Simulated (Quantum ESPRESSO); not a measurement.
# Cl on fcc sites of Rh(111), stepped through the coverage, part 6 of 10

Aim: how the results for Cl on fcc sites of Rh(111) change with the coverage.

Quantum ESPRESSO 7.5; plane-wave DFT, PBE, GBRV ultrasoft pseudopotentials.

So far. Step 6 (SCF with pw.x, 0 ML): Inside the slab this potential holds the local part of the pseudopotentials, which can be repulsive at the nuclei; only its value in the vacuum has a meaning of its own. Step 7 (Relaxation with pw.x, 0.1111 ML): The relaxation lowers the energy by 7 meV an atom. On the free atoms the largest force ends at 0.044 eV/Å.

**8. Ground state, 0.1111 ML**

m1.esm.in

```
&control
  prefix = 'm1.esm'
  outdir = './out'
  pseudo_dir = './pseudo'
  calculation = 'scf'
  tprnfor = .true.
/
&system
  ibrav = 0
  nat = 28
  ntyp = 2
  ecutwfc = 40
  ecutrho = 200
  occupations = 'smearing'
  smearing = 'mv'
  degauss = 0.02
  assume_isolated = 'esm'
  esm_bc = 'bc1'
/
&electrons
  conv_thr = 1e-07
  mixing_beta = 0.25
  electron_maxstep = 160
  mixing_mode = 'local-TF'
  mixing_ndim = 12
/
ATOMIC_SPECIES
  Rh  102.9055  rh_pbe_v1.4.uspp.F.UPF
  Cl  35.4500  cl_pbe_v1.4.uspp.F.UPF
CELL_PARAMETERS angstrom
  8.12899563536155 0.00000000000000 0.00000000000000
  4.06449781768077 7.03991672747592 0.00000000000000
  0.00000000000000 0.00000000000000 20.44213881894749
ATOMIC_POSITIONS crystal
  Rh  0.000000000000 0.000000000000 -0.152955400550
  Rh  -0.000000000000 0.333333333300 -0.152955400550
  Rh  -0.000000000000 0.666666666700 -0.152955400550
  Rh  0.333333333300 0.000000000000 -0.152955400550
  Rh  0.333333333300 0.333333333300 -0.152955400550
  Rh  0.333333333300 0.666666666700 -0.152955400550
  Rh  0.666666666700 0.000000000000 -0.152955400550
  Rh  0.666666666700 0.333333333300 -0.152955400550
  Rh  0.666666666700 0.666666666700 -0.152955400550
  Rh  0.111111111100 0.111111111100 -0.044726393750
  Rh  0.111111111100 0.444444444500 -0.044726393750
  Rh  0.111111111100 0.777777777800 -0.044726393750
  Rh  0.444444444500 0.111111111100 -0.044726393750
  Rh  0.444444444500 0.444444444500 -0.044726393750
  Rh  0.444444444500 0.777777777800 -0.044726393750
  Rh  0.777777777800 0.111111111100 -0.044726393750
  Rh  0.777777777800 0.444444444500 -0.044726393750
  Rh  0.777777777800 0.777777777800 -0.044726393750
  Rh  0.885743568900 0.885743568900 0.061679452050
  Rh  0.885743568900 0.228512862300 0.061679452050
  Rh  0.889166754400 0.555416622900 0.059844529450
  Rh  0.228512862300 0.885743568900 0.061679452050
  Rh  0.223859365800 0.223859365800 0.059928290850
  Rh  0.223859365800 0.552281268400 0.059928290850
  Rh  0.555416622900 0.889166754400 0.059844529450
  Rh  0.552281268400 0.223859365800 0.059928290850
  Rh  0.555416622900 0.555416622900 0.059844529450
  Cl  0.000000000000 0.000000000000 0.152955400550
K_POINTS automatic
  4 4 1 0 0 0
```

Started as:

```console
$ OMP_NUM_THREADS=1 mpirun -n 16 pw.x -nk 1 -in m1.esm.in > m1.esm.out
```

Log:

```text
[banner, memory and clock lines left out]
Program PWSCF v.7.5 starts
[...]
Message from routine setup:
[...]
number of electrons       =       412.00
     number of Kohn-Sham states=          247
     kinetic-energy cutoff     =      40.0000  Ry
     charge density cutoff     =     200.0000  Ry
[...]
number of k points=     4  Marzari-Vanderbilt smearing, width (Ry)=  0.0200
[...]
Dense  grid:   377213 G-vectors     FFT dimensions: (  72,  72, 180)
[...]
negative rho (up, down):  1.614E+00 0.000E+00
     Starting wfcs are  328 randomized atomic wfcs
[...]
negative rho (up, down):  1.642E+00 0.000E+00
[...]
estimated scf accuracy    <      65.81262027 Ry
[...]
negative rho (up, down):  1.684E+00 0.000E+00
[...]
estimated scf accuracy    <       7.65687638 Ry
[...]
negative rho (up, down):  1.762E+00 0.000E+00
[...]
estimated scf accuracy    <       4.31464682 Ry
[...]
negative rho (up, down):  1.772E+00 0.000E+00
[...]
estimated scf accuracy    <       0.64617610 Ry
[...]
negative rho (up, down):  1.748E+00 0.000E+00
[...]
estimated scf accuracy    <       0.65663685 Ry
[...]
negative rho (up, down):  1.739E+00 0.000E+00
[...]
estimated scf accuracy    <       0.09409506 Ry
[...]
negative rho (up, down):  1.731E+00 0.000E+00
[...]
estimated scf accuracy    <       0.09537408 Ry
[...]
negative rho (up, down):  1.722E+00 0.000E+00
[...]
estimated scf accuracy    <       0.02386848 Ry
[...]
negative rho (up, down):  1.713E+00 0.000E+00
[...]
estimated scf accuracy    <       0.01852754 Ry
[...]
negative rho (up, down):  1.681E+00 0.000E+00
[...]
estimated scf accuracy    <       0.01614491 Ry
[...]
negative rho (up, down):  1.665E+00 0.000E+00
[...]
estimated scf accuracy    <       0.00162407 Ry
[...]
negative rho (up, down):  1.665E+00 0.000E+00
[...]
estimated scf accuracy    <       0.00204941 Ry
[...]
negative rho (up, down):  1.654E+00 0.000E+00
[...]
estimated scf accuracy    <       0.00150173 Ry
[...]
negative rho (up, down):  1.650E+00 0.000E+00
[...]
estimated scf accuracy    <       0.00050616 Ry
[...]
negative rho (up, down):  1.651E+00 0.000E+00
[...]
estimated scf accuracy    <       0.00032510 Ry
[...]
negative rho (up, down):  1.648E+00 0.000E+00
[...]
estimated scf accuracy    <       0.00022675 Ry
[...]
negative rho (up, down):  1.646E+00 0.000E+00
[...]
estimated scf accuracy    <       0.00021679 Ry
[...]
negative rho (up, down):  1.644E+00 0.000E+00
[...]
estimated scf accuracy    <       0.00015884 Ry
[...]
negative rho (up, down):  1.642E+00 0.000E+00
[...]
estimated scf accuracy    <       0.00003888 Ry
[...]
negative rho (up, down):  1.642E+00 0.000E+00
[...]
estimated scf accuracy    <       0.00004788 Ry
[...]
negative rho (up, down):  1.642E+00 0.000E+00
[...]
estimated scf accuracy    <       0.00002151 Ry
[...]
negative rho (up, down):  1.642E+00 0.000E+00
[...]
estimated scf accuracy    <       0.00000751 Ry
[...]
negative rho (up, down):  1.642E+00 0.000E+00
[...]
estimated scf accuracy    <       0.00000437 Ry
[...]
negative rho (up, down):  1.642E+00 0.000E+00
[...]
estimated scf accuracy    <       0.00000165 Ry
[...]
negative rho (up, down):  1.642E+00 0.000E+00
[...]
estimated scf accuracy    <       0.00000178 Ry
[...]
negative rho (up, down):  1.642E+00 0.000E+00
[...]
estimated scf accuracy    <       0.00000011 Ry
[...]
negative rho (up, down):  1.642E+00 0.000E+00
[...]
estimated scf accuracy    <       0.00000014 Ry
[...]
negative rho (up, down):  1.642E+00 0.000E+00
[...]
the Fermi energy is    -5.0672 ev
!    total energy              =   -4654.78296021 Ry
     estimated scf accuracy    <       0.00000006 Ry
     smearing contrib. (-TS)   =      -0.01196453 Ry
     internal energy E=F+TS    =   -4654.77099569 Ry
[...]
one-electron contribution =   42056.90255024 Ry
     hartree contribution      =  -21049.71010521 Ry
     xc contribution           =    -816.49426671 Ry
     ewald contribution        =  -24845.46917400 Ry
     convergence has been achieved in  28 iterations
     negative rho (up, down):  1.642E+00 0.000E+00
[...]
Total force =     0.069387     Total SCF correction =     0.001728
[...]
```

Run time: 6.5 min. Hardware: 16 MPI ranks of Arm Neoverse V2, shared host; peak memory 4 GiB; 1.7 h of CPU time.

Read from the output:

- free energy: -63331.5485 eV
- Fermi energy: -5.067 eV
- vacuum line at the lower end of the cell, over the Fermi level: 5.084 eV
- vacuum line at the upper end of the cell, over the Fermi level: 5.050 eV

Inside the slab this potential holds the local part of the pseudopotentials, which can be repulsive at the nuclei; only its value in the vacuum has a meaning of its own.

[end of part 6 of 10]

[Logs are printed without paths, hosts, clocks, repeated set-up lines and the standing remarks that a program may print on its own settings, such as how far it seeks lower states.]

[Hosts, paths, dates, database ids (printed as entryN), source tags and the programs' standing remarks are cut or masked in the printed files.]

[Maps of the electrostatic potential energy from Ansatz leave out the sawtooth potential of an applied field or a dipole correction, so their vacuum need not be flat; planar profiles and work functions include it.]
